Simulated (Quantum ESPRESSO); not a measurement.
**Magnetic state of MnS (Browneite) from several starts**

Does MnS (Browneite) prefer parallel or opposed moments?

Calculated with Quantum ESPRESSO 7.5; LDA with U = 4 eV on Mn d (ortho-atomic projectors); plane waves with GBRV 1.5 LDA potentials, no spin-orbit coupling.

### Step 1. The starting structure

The structure is cubic, space group F-43m (No. 216). Conventional cell: a = 5.600 Å, b = 5.600 Å, c = 5.600 Å, α = 90.00°, β = 90.00°, γ = 90.00°. Mn has 4 S at 2.42 Å nearest. Nearest to S lie 4 Mn at 2.42 Å. Farther neighbours and most contacts between anions are not listed.

The cell comes from the Crystallography Open Database.

### Step 2. Run 1, typed as ferro +

The signs are those of the starting moments on the seeded atoms, the atoms that are given a moment.

The input, pw.in:

```
&CONTROL
  calculation = 'scf'
  prefix = 'pwscf'
  outdir = './tmp'
  pseudo_dir = './pseudo'
  disk_io = 'nowf'
/
&SYSTEM
  ibrav = 0
  celldm(1) = 8
  nat = 2
  ntyp = 2
  ecutwfc = 40
  ecutrho = 280
  nbnd = 19
  occupations = 'smearing'
  smearing = 'fd'
  degauss = 0.00367493
  nspin = 2
  starting_magnetization(1) = 0.3
  starting_magnetization(2) = 0
/
&ELECTRONS
  conv_thr = 4d-09
  electron_maxstep = 150
  mixing_beta = 0.3
/
ATOMIC_SPECIES
Mn     54.9380 mn_lda_v1.5.uspp.F.UPF
S      32.0600 s_lda_v1.4.uspp.F.UPF
CELL_PARAMETERS alat
   0.0000000000000    0.6614041436190    0.6614041436190
   0.6614041436190    0.0000000000000    0.6614041436190
   0.6614041436190    0.6614041436190    0.0000000000000
ATOMIC_POSITIONS crystal
Mn      0.0000000000    0.0000000000    0.0000000000
S       0.2500000000    0.2500000000    0.2500000000
K_POINTS automatic
6 6 6 0 0 0
HUBBARD {ortho-atomic}
U Mn-3d 4.0000
```

Started as:

```sh
$ OMP_NUM_THREADS=1 mpirun -n 4 pw.x -nk 4 -in pw.in > pw.out
```

Log:

```text
Program PWSCF v.7.5 starts

     Message from routine setup:
     using ibrav=0 with symmetry is DISCOURAGED, use correct ibrav instead

     K-points division:     npool     =       4
     Subspace diagonalization in iterative solution of the eigenvalue problem:

     G-vector sticks info
     --------------------
     sticks:   dense  smooth     PW     G-vecs:    dense   smooth      PW
     Sum        1069     613    199                23409    10081    1807

     Using Slab Decomposition

     bravais-lattice index     =            0
     lattice parameter (alat)  =       8.0000  a.u.
     unit-cell volume          =     296.2789 (a.u.)^3
     number of atoms/cell      =            2
     number of atomic types    =            2
     number of electrons       =        21.00
     number of Kohn-Sham states=           19
     kinetic-energy cutoff     =      40.0000  Ry
     charge density cutoff     =     280.0000  Ry
     scf convergence threshold =      4.0E-09
     mixing beta               =       0.3000
     number of iterations used =            8  plain     mixing
     Exchange-correlation=  SLA  PZ   NOGX NOGC
                           (   1   1   0   0   0   0   0)
     Hubbard projectors: ortho-atomic
     Hubbard parameters of DFT+U (Dudarev formulation) in eV:
     U(Mn-3d) =  4.0000

     Internal variables: lda_plus_u =T, lda_plus_u_kind = 0

     Internal variables: orbital_resolved =F, hub_pot_fix =F, apply_U = F

     celldm(1)=   8.000000  celldm(2)=   0.000000  celldm(3)=   0.000000
     celldm(4)=   0.000000  celldm(5)=   0.000000  celldm(6)=   0.000000

     crystal axes: (cart. coord. in units of alat)
               a(1) = (   0.000000   0.661404   0.661404 )
               a(2) = (   0.661404   0.000000   0.661404 )
               a(3) = (   0.661404   0.661404   0.000000 )

     reciprocal axes: (cart. coord. in units 2 pi/alat)
               b(1) = ( -0.755967  0.755967  0.755967 )
               b(2) = (  0.755967 -0.755967  0.755967 )
               b(3) = (  0.755967  0.755967 -0.755967 )

     PseudoPot. # 1 for Mn read from file:
     mn_lda_v1.5.uspp.F.UPF
     Pseudo is Ultrasoft + core correction, Zval = 15.0
     Generated by new atomic code, or converted to UPF format
     Using radial grid of  859 points,  6 beta functions with:
                l(1) =   0
                l(2) =   0
                l(3) =   1
                l(4) =   1
                l(5) =   2
                l(6) =   2
     Q(r) pseudized with  8 coefficients,  rinner =    0.950   0.950   0.950
                                                       0.950   0.950

     PseudoPot. # 2 for S  read from file:
     s_lda_v1.4.uspp.F.UPF
     Pseudo is Ultrasoft + core correction, Zval =  6.0
     Generated by new atomic code, or converted to UPF format
     Using radial grid of  907 points,  6 beta functions with:
                l(1) =   0
                l(2) =   0
                l(3) =   1
                l(4) =   1
                l(5) =   2
                l(6) =   2
     Q(r) pseudized with  8 coefficients,  rinner =    1.300   1.300   1.300
                                                       1.300   1.300

     atomic species   valence    mass     pseudopotential
     Mn               15.00    54.93800     Mn( 1.00)
     S                 6.00    32.06000     S ( 1.00)

     Starting magnetic structure
     atomic species   magnetization
     Mn              0.300
     S               0.000

     24 Sym. Ops. (no inversion) found

   Cartesian axes

     site n.     atom                  positions (alat units)
         1        Mn     tau(   1) = (   0.0000000   0.0000000   0.0000000  )
         2        S      tau(   2) = (   0.3307021   0.3307021   0.3307021  )

     number of k points=    16  Fermi-Dirac smearing, width (Ry)=  0.0037
                       cart. coord. in units 2pi/alat
        k(    1) = (   0.0000000   0.0000000   0.0000000), wk =   0.0046296
        k(    2) = (   0.1259946   0.1259946  -0.1259946), wk =   0.0370370
        k(    3) = (   0.2519891   0.2519891  -0.2519891), wk =   0.0370370
        k(    4) = (  -0.3779837  -0.3779837   0.3779837), wk =   0.0185185
        k(    5) = (   0.2519891   0.0000000  -0.0000000), wk =   0.0277778
        [... 11 further k-points ...]

     Dense  grid:    23409 G-vectors     FFT dimensions: (  40,  40,  40)

     Smooth grid:    10081 G-vectors     FFT dimensions: (  32,  32,  32)

     Check: negative core charge=   -0.000033
     Generating pointlists ...
     new r_m :   0.2363 (alat units)  1.8902 (a.u.) for type    1
     new r_m :   0.2363 (alat units)  1.8902 (a.u.) for type    2

     Initial potential from superposition of free atoms

     starting charge      20.4999, renormalised to      21.0000

     STARTING HUBBARD OCCUPATIONS:

     =================== HUBBARD OCCUPATIONS ===================
     ------------------------ ATOM    1 ------------------------
     Tr[ns(  1)] (up, down, total) =   5.00000  0.00000  5.00000
     Atomic magnetic moment for atom   1 =   5.00000
     [... lines left out ...]
     Number of occupied Hubbard levels =    5.0000

     Atomic wfc used for Hubbard projectors are orthogonalized

     Starting wfcs are   17 randomized atomic wfcs +    2 random wfcs

     Self-consistent Calculation

     iteration #  1     ecut=    40.00 Ry     beta= 0.30
     Davidson diagonalization with overlap
     ethr =  1.00E-02,  avg # of iterations =  6.8

     =================== HUBBARD OCCUPATIONS ===================
     ------------------------ ATOM    1 ------------------------
     Tr[ns(  1)] (up, down, total) =   4.82844  0.14816  4.97660
     Atomic magnetic moment for atom   1 =   4.68027
     [... lines left out ...]
     Number of occupied Hubbard levels =    4.9766

     total energy              =    -235.14634255 Ry
     estimated scf accuracy    <       0.51187763 Ry

     total magnetization       =     5.00 Bohr mag/cell
     absolute magnetization    =     5.00 Bohr mag/cell

     iteration #  2     ecut=    40.00 Ry     beta= 0.30
     Davidson diagonalization with overlap
     ethr =  2.44E-03,  avg # of iterations =  1.6

     total energy              =    -235.23563633 Ry
     estimated scf accuracy    <       0.02238911 Ry

     total magnetization       =     5.00 Bohr mag/cell
     absolute magnetization    =     5.00 Bohr mag/cell

     iteration #  3     ecut=    40.00 Ry     beta= 0.30
     Davidson diagonalization with overlap
     ethr =  1.07E-04,  avg # of iterations =  5.6

     negative rho (up, down):  0.000E+00 4.065E-04

     total energy              =    -235.24037044 Ry
     estimated scf accuracy    <       0.00973358 Ry

     total magnetization       =     5.00 Bohr mag/cell
     absolute magnetization    =     5.00 Bohr mag/cell

     [... further iterations left out ...]

     iteration #  7     ecut=    40.00 Ry     beta= 0.30
     Davidson diagonalization with overlap
     ethr =  2.40E-07,  avg # of iterations =  1.4

     negative rho (up, down):  0.000E+00 4.602E-04

     total energy              =    -235.24094387 Ry
     estimated scf accuracy    <       0.00000609 Ry

     total magnetization       =     5.00 Bohr mag/cell
     absolute magnetization    =     5.00 Bohr mag/cell

     iteration #  8     ecut=    40.00 Ry     beta= 0.30
     Davidson diagonalization with overlap
     ethr =  2.90E-08,  avg # of iterations =  2.5

     negative rho (up, down):  0.000E+00 4.607E-04

     total energy              =    -235.24094585 Ry
     estimated scf accuracy    <       0.00000011 Ry

     total magnetization       =     5.00 Bohr mag/cell
     absolute magnetization    =     5.00 Bohr mag/cell

     iteration #  9     ecut=    40.00 Ry     beta= 0.30
     Davidson diagonalization with overlap
     ethr =  5.12E-10,  avg # of iterations =  4.5

     negative rho (up, down):  0.000E+00 4.604E-04

     total energy              =    -235.24094599 Ry
     estimated scf accuracy    <       0.00000004 Ry

     total magnetization       =     5.00 Bohr mag/cell
     absolute magnetization    =     5.00 Bohr mag/cell

     iteration # 10     ecut=    40.00 Ry     beta= 0.30
     Davidson diagonalization with overlap
     ethr =  1.88E-10,  avg # of iterations =  1.6

     negative rho (up, down):  0.000E+00 4.602E-04

     Magnetic moment per site  (integrated on atomic sphere of radius R)
     atom   1 (R=0.236)  charge= 12.9167  magn=  4.3324
     atom   2 (R=0.236)  charge=  4.2231  magn=  0.0719

     End of self-consistent calculation

     =================== HUBBARD OCCUPATIONS ===================
     ------------------------ ATOM    1 ------------------------
     Tr[ns(  1)] (up, down, total) =   4.95479  0.28015  5.23494
     Atomic magnetic moment for atom   1 =   4.67463
     [... lines left out ...]
     Number of occupied Hubbard levels =    5.2349

     [... lines left out ...]
     the Fermi energy is     7.3645 ev

!    total energy              =    -235.24094600 Ry
     estimated scf accuracy    <          2.9E-09 Ry
     smearing contrib. (-TS)   =      -0.00000011 Ry
     internal energy E=F+TS    =    -235.24094589 Ry

     The total energy is F=E-TS. E is the sum of the following terms:
     one-electron contribution =    -158.03316845 Ry
     hartree contribution      =      84.23524798 Ry
     xc contribution           =     -34.76918912 Ry
     ewald contribution        =    -126.71880431 Ry
     Hubbard energy            =       0.04496802 Ry

     total magnetization       =     5.00 Bohr mag/cell
     absolute magnetization    =     5.00 Bohr mag/cell

     convergence has been achieved in  10 iterations

=------------------------------------------------------------------------------=
   JOB DONE.
=------------------------------------------------------------------------------=
```

Elapsed: 4.7 s, on 4 MPI ranks of Arm Neoverse V1, shared host; peak memory 0.32 GiB.

Spin moment in the atom's sphere by atom:

```
atom  spin moment in the atom's sphere (μB)
 Mn1                                   4.33
  S2                                   0.07
```

This step gave:

```yaml
smearing_term_ts: 1.47e-6 eV
magnetization: 5 μB
absolute_magnetization: 5 μB
final_state: ferromagnetic
```

(Part 1 of 2 ends here.)

[Logs and program files are shortened in this print: banners, set-up blocks, solver, clock and traceback lines can be left out without a mark of their own.]

[Logs are printed without paths, hosts, clocks, repeated set-up lines and the standing remarks that a program may print on its own settings, such as how far it seeks lower states.]

[Hosts, paths, dates, database ids (printed as entryN), source tags and the programs' standing remarks are cut or masked in the printed files.]

[Where a cell is said to come from a database of computed structures, the database is the Materials Project.]
